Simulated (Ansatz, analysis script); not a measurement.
## Free-standing square Ti monolayer, spacing 2.603 Å: how near to magnetism

Is a free-standing square Ti monolayer, spacing 2.603 Å magnetic, nearly magnetic or plainly paramagnetic? E(M) and M(B) tell.

Main program and level: Ansatz 0.2.0; PBEsol, PAW set soft_1 (files made for PBE).

## (1) Starting point

The cell holds 1 atom: 1 Ti. Its edges and angles: a = 2.603 Å, b = 2.603 Å, c = 14.000 Å, α = 90.0°, β = 90.0°, γ = 90.0°. An idealised lattice of chosen spacing, in vacuum. Vacuum lies along c.

## (2) Two spin channels first

The work starts on two spin channels, which tell the size of the moments.

Input file input.yaml:

```yaml
crystal:
  lattice:
    - [2.603, 0.0, 0.0]
    - [0.0, 2.603, 0.0]
    - [0.0, 0.0, 14.0]
  atoms:
    - { symbol: Ti, position: [0.0, 0.0, 0.5], spin: 1.0 }
magnetization:
  spin_polarized: true
kpoints:
  mp_grid: { grid: [9, 9, 1] }
hamiltonian:
  xc: pbesol
  pseudopotentials: { kind: paw, azcp: { folder: soft_1 }, xc_functional: pbe }
scf:
  occupations: { method: fermi_dirac, width: 0.05 }
  max_iter: 120
  convergence: { dr2_threshold: 1.0e-08 }
  lower_state_search: "off"
output:
  write_density: true
  write_potential: true
  elf: true
  volumetric_format: npy
```

Command:

```bash
ansatz run input.yaml --threads 2 --pin off --max-ram 5120MiB --backend cpu --events-out ev --progress --plain --runs-dir out
```

Numbers of over 12 decimals in the logs are rounded to 6 here.

The program printed:

```text
Engine: ansatz 0.2.0, aarch64-unknown-linux-gnu
Pseudopotentials: kind: paw
Pseudopotential: Ti, paw, valence charge 12, recommended cutoff 420 eV (normal), soft_1/Ti.paw.azcp
Functional definition: PBEsol
  exchange = pbesol_x
  correlation = pbesol_c
Crystal: 1 atoms, lattice volume = 94.859 Å³
Basis set: ecut = 420 eV, 1891 PW (Γ)
Bands: 11, of which v1, the nominal top of the filled ones, is band 6 counted from 1 (5 counted from 0)
Symmetry: 16 space group operations
Space group: P4/mmm (ITA 123), of the structure as read, at distance tolerance 4.6e-5 Å
Magnetic group: BNS 123.339 (UNI 999), of the structure as read, at distance tolerance 4.6e-5 Å
k-points: 15 of 81
Non-local potential: Ti, projectors of the file, l = 0: 3, l = 1: 2, l = 2: 3, l = 3: 1
PAW form: soft (Blöchl's): semilocal exchange-correlation on the pseudo side does not see the compensation charge
PAW frozen core: Ti, regenerated for the run's functional, and the local potential with it (the file was generated under x = pbe(κ = 0.804, μ = 0.219515), c = pbe(β = 0.066725))
PAW one-centre angular grid: Ti, 590 points (default); XC on 64 Gauss nodes
Initial density: superposition of atomic densities (neutral atoms: chi_scale 0, normalization atom)
Starting moments: Σ|m| = 1 μB on 1 of 1 site
Initial wavefunctions: pseudopotential atomic-orbital guess
Functional: x = pbesol(κ = 0.804, μ = 0.123457), c = pbesol(β = 0.046)
SCF iter   1: F=—  HF=-2472.328752 eV  |F-HF|=—  |Δ(HF+E_count)|=         —  Δρ=2.22e-2 (↑1.97e-2 ↓2.22e-2)  dr2=2.44e0  dr2_m=1.63e-1  M=0.807 μB ∫|m|=0.807 μB  β_m=0.30  ethr=3.10e-3  ⟨swp⟩=5.9  Hψ=2108  notcnv=0
preconditioner: auto → LDOS  [metal: Δε(μ)=0.005 eV  Ē_g=4.065 eV  σ=0.050 eV  W_gap=0.03  n_scr=8 (ndim 8)  ℏωp=7.6 eV  f_vac=0.616  D(μ)=2.80/eV (n_scr^D=10)]
spin=Collinear: LDOS preconditioning applied to the charge; magnetization (m = ρ↑ − ρ↓) channel mixes plain (no charge-response kernel on spin).
SCF iter   2: F=—  HF=-2471.912743 eV  |F-HF|=—  |Δ(HF+E_count)|=   4.16e-1  Δρ=1.62e-2 (↑1.21e-2 ↓1.62e-2)  dr2=1.09e0  dr2_m=1.05e-1  M=0.762 μB ∫|m|=0.762 μB  β_m=0.30  ethr=3.10e-3  ⟨swp⟩=2.0  Hψ=701  notcnv=0  defer=1
SCF iter   3: F=—  HF=-2471.647372 eV  |F-HF|=—  |Δ(HF+E_count)|=   2.65e-1  Δρ=1.11e-2 (↑1.11e-2 ↓9.49e-3)  dr2=7.71e-2  dr2_m=7.00e-2  M=0.768 μB ∫|m|=0.769 μB  β_m=0.30  ethr=3.10e-3  ⟨swp⟩=2.1  Hψ=540  notcnv=0  defer=1
SCF iter   4: F=—  HF=-2471.653997 eV  |F-HF|=—  |Δ(HF+E_count)|=   6.63e-3  Δρ=7.43e-3 (↑6.79e-3 ↓7.43e-3)  dr2=3.10e-2  dr2_m=4.20e-2  M=0.762 μB ∫|m|=0.763 μB  β_m=0.30  ethr=6.42e-4  ⟨swp⟩=2.3  Hψ=658  notcnv=0
SCF iter   5: F=—  HF=-2471.661409 eV  |F-HF|=—  |Δ(HF+E_count)|=   7.41e-3  Δρ=5.57e-3 (↑5.53e-3 ↓5.57e-3)  dr2=2.44e-3  dr2_m=2.55e-2  M=0.781 μB ∫|m|=0.781 μB  β_m=0.30  ethr=2.58e-4  ⟨swp⟩=2.3  Hψ=541  notcnv=0
SCF iter   6: F=—  HF=-2471.669242 eV  |F-HF|=—  |Δ(HF+E_count)|=   7.83e-3  Δρ=4.23e-3 (↑4.23e-3 ↓3.83e-3)  dr2=9.55e-4  dr2_m=1.39e-2  M=0.788 μB ∫|m|=0.789 μB  β_m=0.30  ethr=2.04e-5  ⟨swp⟩=2.3  Hψ=640  notcnv=0
SCF iter   7: F=—  HF=-2471.673753 eV  |F-HF|=—  |Δ(HF+E_count)|=   4.51e-3  Δρ=3.14e-3 (↑3.06e-3 ↓3.14e-3)  dr2=6.80e-5  dr2_m=8.33e-3  M=0.789 μB ∫|m|=0.790 μB  β_m=0.30  ethr=7.96e-6  ⟨swp⟩=2.5  Hψ=571  notcnv=0
Mixer restart at iter 7: flushing history
spin-set hold released at iteration 7 (site moments contracting): the magnetisation degrees of freedom join the quasi-Newton model from the next iteration; the mixer history was flushed
SCF iter   8: F=—  HF=-2471.676904 eV  |F-HF|=—  |Δ(HF+E_count)|=   3.15e-3  Δρ=2.40e-3 (↑2.40e-3 ↓2.39e-3)  dr2=4.48e-5  dr2_m=4.97e-3  M=0.792 μB ∫|m|=0.794 μB  β_m=0.65  ethr=5.67e-7  ⟨swp⟩=2.9  Hψ=581  notcnv=0
SCF iter   9: F=—  HF=-2471.682706 eV  |F-HF|=—  |Δ(HF+E_count)|=   5.80e-3  Δρ=2.76e-4 (↑1.78e-4 ↓2.76e-4)  dr2=1.58e-5  dr2_m=4.01e-5  M=0.801 μB ∫|m|=0.804 μB  β_m=0.79  ethr=3.73e-7  ⟨swp⟩=3.5  Hψ=788  notcnv=0
SCF iter  10: F=—  HF=-2471.682845 eV  |F-HF|=—  |Δ(HF+E_count)|=   1.39e-4  Δρ=1.11e-4 (↑1.04e-4 ↓1.11e-4)  dr2=6.91e-6  dr2_m=8.27e-6  M=0.801 μB ∫|m|=0.805 μB  β_m=0.90  ethr=1.31e-7  ⟨swp⟩=2.3  Hψ=589  notcnv=0
SCF iter  11: F=—  HF=-2471.682874 eV  |F-HF|=—  |Δ(HF+E_count)|=   2.83e-5  Δρ=4.49e-5 (↑2.04e-5 ↓4.49e-5)  dr2=1.28e-6  dr2_m=6.67e-7  M=0.801 μB ∫|m|=0.804 μB  β_m=0.91  ethr=5.76e-8  ⟨swp⟩=2.4  Hψ=540  notcnv=0
SCF iter  12: F=—  HF=-2471.682875 eV  |F-HF|=—  |Δ(HF+E_count)|=   8.82e-7  Δρ=1.15e-5 (↑9.37e-6 ↓1.15e-5)  dr2=4.79e-8  dr2_m=8.85e-8  M=0.800 μB ∫|m|=0.804 μB  β_m=0.95  ethr=1.07e-8  ⟨swp⟩=2.2  Hψ=521  notcnv=0
SCF iter  13: F=—  HF=-2471.682875 eV  |F-HF|=—  |Δ(HF+E_count)|=   3.36e-7  Δρ=6.90e-6 (↑5.78e-6 ↓6.90e-6)  dr2=1.31e-8  dr2_m=3.12e-8  M=0.800 μB ∫|m|=0.803 μB  β_m=0.98  ethr=8.33e-11  ⟨swp⟩=5.0  Hψ=1329  notcnv=0
iter 14 did not close the SCF: its close was put off for a magnetic moment that had not settled (scf_convergence_deferred on its scf_iter line)
SCF iter  14: F=-2471.682875 eV  HF=-2471.682875 eV  |F-HF|=3.73e-9  |Δ(HF+E_count)|=   7.69e-8  Δρ=2.74e-6 (↑1.44e-6 ↓2.74e-6)  dr2=2.93e-9  dr2_m=2.84e-9  M=0.799 μB ∫|m|=0.803 μB  β_m=0.99  ethr=8.33e-11  ⟨swp⟩=3.5  Hψ=1008  notcnv=0
iter 15 did not close the SCF: its close was put off for a magnetic moment that had not settled (scf_convergence_deferred on its scf_iter line)
SCF iter  15: F=-2471.682875 eV  HF=-2471.682875 eV  |F-HF|=5.18e-10  |Δ(HF+E_count)|=   1.04e-8  Δρ=1.07e-6 (↑1.07e-6 ↓4.62e-7)  dr2=8.87e-10  dr2_m=3.68e-10  M=0.799 μB ∫|m|=0.803 μB  β_m=0.99  ethr=2.44e-11  ⟨swp⟩=1.0  Hψ=993  notcnv=0
SCF iter  16: F=-2471.682875 eV  HF=-2471.682875 eV  |F-HF|=8.19e-12  |Δ(HF+E_count)|=  3.78e-10  Δρ=7.16e-8 (↑7.16e-8 ↓4.69e-8)  dr2=1.34e-11  dr2_m=1.63e-12  M=0.799 μB ∫|m|=0.803 μB  ethr=7.39e-12  ⟨swp⟩=1.0  Hψ=963  notcnv=0
SCF 1 converged in 16 iterations: F = -2471.682875 eV  dr2 = 1.34e-11
  greatest PAW one-centre occupation: 0.999 electrons in one spin orbital (limit 2), on the Ti atom at site 0 (counted from 0), in its partial waves of l = 0
WARN: The output density's exchange-correlation potential varies sharply where the density is thin. Do not read a vacuum level from v_tot or v_xc, or from such a field of the output density. On a cell that repeats whose density bears no net charge and no dipole along the vacuum's axis use v_es (v_loc + v_h of the components); under efield.dipole_correction with no amplitude use v_es + v_field, which holds any externa [...]
SCF converged after 16 iterations
Magnetization: 0.7990 μB (6.3995 up, 5.6005 down)
Absolute magnetization: 0.8025 μB (∫|ρ↑−ρ↓|, with the PAW one-centre terms)
Spin contamination: 0.0049 ħ² per cell (⟨S²⟩ above its minimum at these occupations)
Per-site moments (μB) at R_I (Å): [(0.409472, 1.073738)]
Free energy (F): -2471.682875 eV
Harris-Foulkes:  -2471.682875 eV  (|F-HF|=8.19e-12)
Internal energy: -2471.668811 eV  (E = F + TS)
E sigma→0 (E₀):  -2471.675843 eV
Entropy (-TS):   -0.014064 eV (-14.064 meV/atom)
Fermi energy:    -1.017611 eV
--- Per-component energies (eV) ---
  E_band       = -326.536838
  E_kinetic    = 281.153759
  E_local      = -4396.266327  (includes V_loc(G=0)·N_el)
  E_nonlocal   = 63.784581
  E_hartree    = 2021.194080
  E_xc         = -113.166236
  E_vxc        = -142.218366  (∫ρ·V_xc dr)
  E_paw        = -1018.360249  (= ΣΔE_a)
  E_vpaw       = -175.378806  (= ΣTr[D̂ρ^β])
  E_aug_tail   = -0.000080  (compensation charges beyond the density's cutoff)
  E_ewald      = 689.852276
  E_core_change = 0.139385  (= ΣΔE_core)
  E_smearing   = -0.014064  (= −TS)
  E_closure    = 0.000000  (closes the sum)
  Σ components = -2471.682875   (vs F -2471.682875, Δ=0.00e0)
--- Band table (eV; the first three rows and the last of 30) ---
  k-point 0 ↑: bands = [... 2 lower, -33.5338, -33.5338, -5.1802, -2.3471, -1.6151, -1.1819, 1.4592, 1.4592, ... 1 higher]
  k-point 1 ↑: bands = [... 2 lower, -33.6490, -33.5240, -4.8368, -2.1361, -1.4334, -1.2251, 1.4037, 1.4937, ... 1 higher]
  k-point 2 ↑: bands = [... 2 lower, -33.9349, -33.4990, -3.9374, -1.6244, -1.4943, -0.8439, 1.5823, 1.6817, ... 1 higher]
  k-point 14 ↓: bands = [... 2 lower, -33.9898, -33.6759, -2.9964, -0.4750, -0.3748, 1.5227, 3.7153, 5.8857, ... 1 higher]
```

Elapsed: 2 s, on 2 threads of Arm Neoverse V2, shared host; peak memory 0.34 GiB; 3.7 s of CPU time.

The column dr2 measures how far the density is from self-consistency, as an energy; F and HF (Harris–Foulkes) agree once it is small.

Spin moment in the atom's sphere by atom:

| atom | spin moment in the atom's sphere (μB) |
| --- | --- |
| Ti1 | 0.409 |

The run ends ferromagnetic, with a net moment of 0.799 μB a cell. With one Ti atom carrying the moment, parallel order of its images is forced by the cell, not found.

Spin density in the ca plane at fractional y = 0.000, with atoms of Ti within 0.2 Å of it.

Values in e/Å³, 5 rows by 16 columns, each cell a mean:
```
0.00 0.00 0.00 0.00 0.00 0.01 0.02 0.13 0.17 0.03 0.01 0.00 0.00 0.00 0.00 0.00
0.00 0.00 0.00 0.00 0.00 0.01 0.02 0.04 0.04 0.03 0.01 0.00 0.00 0.00 0.00 0.00
0.00 0.00 0.00 0.00 0.00 0.01 0.02 0.02 0.02 0.02 0.01 0.00 0.00 0.00 0.00 0.00
0.00 0.00 0.00 0.00 0.00 0.01 0.02 0.06 0.07 0.03 0.01 0.00 0.00 0.00 0.00 0.00
0.00 0.00 0.00 0.00 0.00 0.01 0.02 0.16 0.22 0.03 0.01 0.00 0.00 0.00 0.00 0.00
```
Columns run along c (14.0 Å), rows up along a (2.6 Å). Atoms in or near the plane, at fractional coordinates: Ti at (0.50, 0.00).

Valence density in the ca plane at fractional y = 0.000, with atoms of Ti within 0.2 Å of it. It is the smooth field of the valence electrons, not physical close to the nuclei.

Ten steps, logarithmic in the rise over the least value, from '0' (0 e/Å³) to '9' (11 e/Å³), each cell a mean:
```
0000000000000000026998510000000000000000
0000000000000000024776310000000000000000
0000000000000000012443210000000000000000
0000000000000000012222110000000000000000
0000000000000000012332210000000000000000
0000000000000000013565210000000000000000
0000000000000000026887410000000000000000
0000000000000000037998510000000000000000
```
Columns run along c (14.0 Å), rows up along a (2.6 Å). Atoms in or near the plane, at fractional coordinates: Ti at (0.50, 0.00).

ELF in the ca plane at fractional y = 0.000, with atoms of Ti within 0.2 Å of it. It is the smooth field of the valence electrons, not physical close to the nuclei.

Ten even steps from '0' (0.00) to '9' (0.73), each cell a mean:
```
0000000000000010018999500010000000000000
0000000000000111115887301111000000000000
0000000000001234322343233321000000000000
0000000000001245654323456532100000000000
0000000000001234433222345431000000000000
0000000000001122213675212221000000000000
0000000000000111017999400110000000000000
0000000000000000028989600000000000000000
```
Columns run along c (14.0 Å), rows up along a (2.6 Å). Atoms in or near the plane, at fractional coordinates: Ti at (0.50, 0.00).

## (3) Mesh refined

Levels at the Fermi energy are partly filled, so moments and energy differences can hang on the k-mesh, and the state is solved again on a denser one.

input.yaml, the sections that differ from step 2:

```yaml
crystal:
  lattice:
    - [2.603, 0.0, 0.0]
    - [0.0, 2.603, 0.0]
    - [0.0, 0.0, 14.0]
  atoms:
    - { symbol: Ti, position: [0.0, 0.0, 0.5], spin: 0.41 }
kpoints:
  mp_grid: { grid: [21, 21, 1] }
basis:
  ecutwfc: 420.0
checkpoint:
  read: start
  write: ck
  compress: false
  write_wavefunctions: false
  write_every: 100000
# magnetization, hamiltonian, scf: as in step 2
# output: removed
```

The program printed:

```text
[...]
SCF converged after 8 iterations
Magnetization: 1.0166 μB (6.5083 up, 5.4917 down)
Absolute magnetization: 1.0177 μB (∫|ρ↑−ρ↓|)
[...]
Per-site moments (μB) at R_I (Å): [(0.556971, 1.073738)]
Free energy (F): -2471.675760 eV
[...]
Internal energy: -2471.659873 eV  (E = F + TS)
E sigma→0 (E₀):  -2471.667816 eV
Entropy (-TS):   -0.015887 eV (-15.887 meV/atom)
Fermi energy:    -1.018736 eV
[...]
```

Wall time 3.3 s (2 threads); peak memory 0.42 GiB.

Spin moment in the atom's sphere by atom:

| atom | spin moment in the atom's sphere (μB) |
| --- | --- |
| Ti1 | 0.557 |

The run ends ferromagnetic, with a net moment of 1.02 μB a cell, against 0.799 μB on the first mesh.

## (4) Without spin

The state without spin is the zero of E(M).

input.yaml, the sections that differ from step 3:

```yaml
crystal:
  lattice:
    - [2.603, 0.0, 0.0]
    - [0.0, 2.603, 0.0]
    - [0.0, 0.0, 14.0]
  atoms:
    - { symbol: Ti, position: [0.0, 0.0, 0.5] }
scf:
  occupations: { method: fermi_dirac, width: 0.05 }
  max_iter: 120
  convergence: { dr2_threshold: 1.0e-08 }
# kpoints, hamiltonian, basis: as in step 3
# magnetization: removed
# checkpoint: removed
```

Command:

```bash
ansatz run input.yaml --threads 1 --pin off --max-ram 2560MiB --backend cpu --events-out ev --progress --plain --runs-dir out
```

The program printed:

```text
[...]
Crystal: 1 atoms, lattice volume = 94.859 Å³
Basis set: ecut = 420 eV, 1891 PW (Γ)
Bands: 10, of which v1, the nominal top of the filled ones, is band 6 counted from 1 (5 counted from 0)
Symmetry: 16 space group operations
[...]
k-points: 66 of 441
[...]
SCF iter   1: F=—  HF=-2472.399361 eV  |F-HF|=—  |Δ(HF+E_count)|=         —  Δρ=3.32e-2  dr2=2.58e0  ethr=3.10e-3  ⟨swp⟩=5.8  Hψ=4394  notcnv=0
[...]
SCF iter  10: F=-2471.644572 eV  HF=-2471.644572 eV  |F-HF|=5.60e-10  |Δ(HF+E_count)|=   6.66e-9  Δρ=6.26e-7  dr2=7.35e-10  ethr=8.33e-11  ⟨swp⟩=2.7  Hψ=1396  notcnv=0
SCF 1 converged in 10 iterations: F = -2471.644572 eV  dr2 = 7.35e-10
[...]
SCF converged after 10 iterations
Free energy (F): -2471.644572 eV
[...]
Internal energy: -2471.614385 eV  (E = F + TS)
E sigma→0 (E₀):  -2471.629478 eV
Entropy (-TS):   -0.030187 eV (-30.187 meV/atom)
Fermi energy:    -0.938056 eV
[...]
```

It took 3 s on 1 thread; peak memory 0.4 GiB.

The free collinear run lies 31.2 meV below it.

## (5) Without spin, levels printed

input.yaml: that of step 4 with these lines changed.

```diff
@@ -18 +18,3 @@
   ecutwfc: 420.0
+output:
+  eigenvalues: true
```

The program printed:

```text
[...]
Crystal: 1 atoms, lattice volume = 94.859 Å³
Basis set: ecut = 420 eV, 1891 PW (Γ)
Bands: 10, of which v1, the nominal top of the filled ones, is band 6 counted from 1 (5 counted from 0)
Symmetry: 16 space group operations
[...]
k-points: 66 of 441
[...]
SCF iter   1: F=—  HF=-2472.399361 eV  |F-HF|=—  |Δ(HF+E_count)|=         —  Δρ=3.32e-2  dr2=2.58e0  ethr=3.10e-3  ⟨swp⟩=5.8  Hψ=4394  notcnv=0
[...]
SCF iter  10: F=-2471.644572 eV  HF=-2471.644572 eV  |F-HF|=5.58e-10  |Δ(HF+E_count)|=   6.61e-9  Δρ=6.26e-7  dr2=7.34e-10  ethr=8.33e-11  ⟨swp⟩=3.8  Hψ=2152  notcnv=0
SCF 1 converged in 10 iterations: F = -2471.644572 eV  dr2 = 7.34e-10
[...]
SCF converged after 10 iterations
Free energy (F): -2471.644572 eV
[...]
Internal energy: -2471.614385 eV  (E = F + TS)
E sigma→0 (E₀):  -2471.629478 eV
Entropy (-TS):   -0.030187 eV (-30.187 meV/atom)
Fermi energy:    -0.938056 eV
[...]
--- Band table (eV; the first three rows and the last of 66) ---
[...]
```

The job ended after 3.3 s (1 thread; peak memory 0.39 GiB).

## (6) Total moment fixed at 0.357 μB

Two Fermi levels, one a spin, hold the total moment exactly, which reaches states that a free run would leave.

input.yaml, the sections that differ from step 5:

```yaml
crystal:
  lattice:
    - [2.603, 0.0, 0.0]
    - [0.0, 2.603, 0.0]
    - [0.0, 0.0, 14.0]
  atoms:
    - { symbol: Ti, position: [0.0, 0.0, 0.5], spin: 0.357 }
magnetization:
  spin_polarized: true
  initial_magnetization: 0.357
  spin_locking: { lock_magnetization: hard }
scf:
  occupations: { method: fermi_dirac, width: 0.05 }
  max_iter: 120
  convergence: { dr2_threshold: 1.0e-08 }
  lower_state_search: "off"
# kpoints, hamiltonian, basis: as in step 5
# output: removed
```

The program printed:

```text
[...]
Crystal: 1 atoms, lattice volume = 94.859 Å³
Basis set: ecut = 420 eV, 1891 PW (Γ)
Bands: 11, of which v1, the nominal top of the filled ones, is band 6 counted from 1 (5 counted from 0)
Symmetry: 16 space group operations
[...]
k-points: 66 of 441
[...]
Starting moments: Σ|m| = 0.357 μB on 1 of 1 site
[...]
SCF iter   1: F=—  HF=-2472.393080 eV  |F-HF|=—  |Δ(HF+E_count)|=         —  Δρ=1.72e-2 (↑1.72e-2 ↓1.70e-2)  dr2=2.58e0  dr2_m=1.21e-2  M=0.357 μB ∫|m|=0.357 μB  β_m=0.30  ethr=3.10e-3  ⟨swp⟩=5.9  Hψ=9260  notcnv=0
[...]
SCF iter  11: F=-2471.652797 eV  HF=-2471.652797 eV  |F-HF|=3.41e-11  |Δ(HF+E_count)|=   1.00e-8  Δρ=2.18e-7 (↑1.17e-7 ↓2.18e-7)  dr2=6.61e-11  dr2_m=1.10e-11  M=0.357 μB ∫|m|=0.360 μB  ethr=4.78e-11  ⟨swp⟩=1.0  Hψ=3812  notcnv=0
SCF 1 converged in 11 iterations: F = -2471.652797 eV  dr2 = 6.61e-11
[...]
SCF converged after 11 iterations
Stability checked in part: among states of this total moment the steps that led to this state did not find it unstable. No probe was made; neither looks for a lower state of another moment (fixed_total_moment; see scf.lower_state_search)
Magnetization: 0.3570 μB (6.1785 up, 5.8215 down)
Absolute magnetization: 0.3594 μB (∫|ρ↑−ρ↓|, with the PAW one-centre terms)
[...]
Per-site moments (μB) at R_I (Å): [(0.164480, 1.073738)]
Free energy (F): -2471.652797 eV
[...]
Internal energy: -2471.626438 eV  (E = F + TS)
E sigma→0 (E₀):  -2471.639617 eV
Entropy (-TS):   -0.026358 eV (-26.358 meV/atom)
Fermi energy:    -0.990927 (↑ -1.032123, ↓ -0.949731) eV
[...]
```

Wall time 7.5 s (1 thread); peak memory 0.41 GiB.

The energy is -8.22 meV from the state without spin, and the largest site carries 0.164 μB.

## (7) Total moment fixed at 0.714 μB

input.yaml, the sections that differ from step 6:

```yaml
crystal:
  lattice:
    - [2.603, 0.0, 0.0]
    - [0.0, 2.603, 0.0]
    - [0.0, 0.0, 14.0]
  atoms:
    - { symbol: Ti, position: [0.0, 0.0, 0.5], spin: 0.714 }
magnetization:
  spin_polarized: true
  initial_magnetization: 0.714
  spin_locking: { lock_magnetization: hard }
# kpoints, hamiltonian, scf, basis: as in step 6
```

The program printed:

```text
[...]
Crystal: 1 atoms, lattice volume = 94.859 Å³
Basis set: ecut = 420 eV, 1891 PW (Γ)
Bands: 11, of which v1, the nominal top of the filled ones, is band 6 counted from 1 (5 counted from 0)
Symmetry: 16 space group operations
[...]
k-points: 66 of 441
[...]
Starting moments: Σ|m| = 0.714 μB on 1 of 1 site
[...]
Magnetization: 0.7140 μB (6.3570 up, 5.6430 down)
Absolute magnetization: 0.7162 μB (∫|ρ↑−ρ↓|, with the PAW one-centre terms)
[...]
Per-site moments (μB) at R_I (Å): [(0.360694, 1.073738)]
Free energy (F): -2471.668937 eV
[...]
Internal energy: -2471.649463 eV  (E = F + TS)
E sigma→0 (E₀):  -2471.659200 eV
Entropy (-TS):   -0.019474 eV (-19.474 meV/atom)
Fermi energy:    -1.045680 (↑ -1.085958, ↓ -1.005402) eV
[...]
[key lines of the parts left out:]
SCF converged after 10 iterations
```

It took 6.5 s on 1 thread; peak memory 0.41 GiB.

The energy is -24.4 meV from the state without spin, and the largest site carries 0.361 μB.

(Part 1 of 2 ends here.)

[Logs and program files are shortened in this print: banners, set-up blocks, solver, clock and traceback lines can be left out without a mark of their own.]

[Logs are printed without paths, hosts, clocks, repeated set-up lines and the standing remarks that a program may print on its own settings, such as how far it seeks lower states.]

[Hosts, paths, dates, database ids (printed as entryN), source tags and the programs' standing remarks are cut or masked in the printed files.]
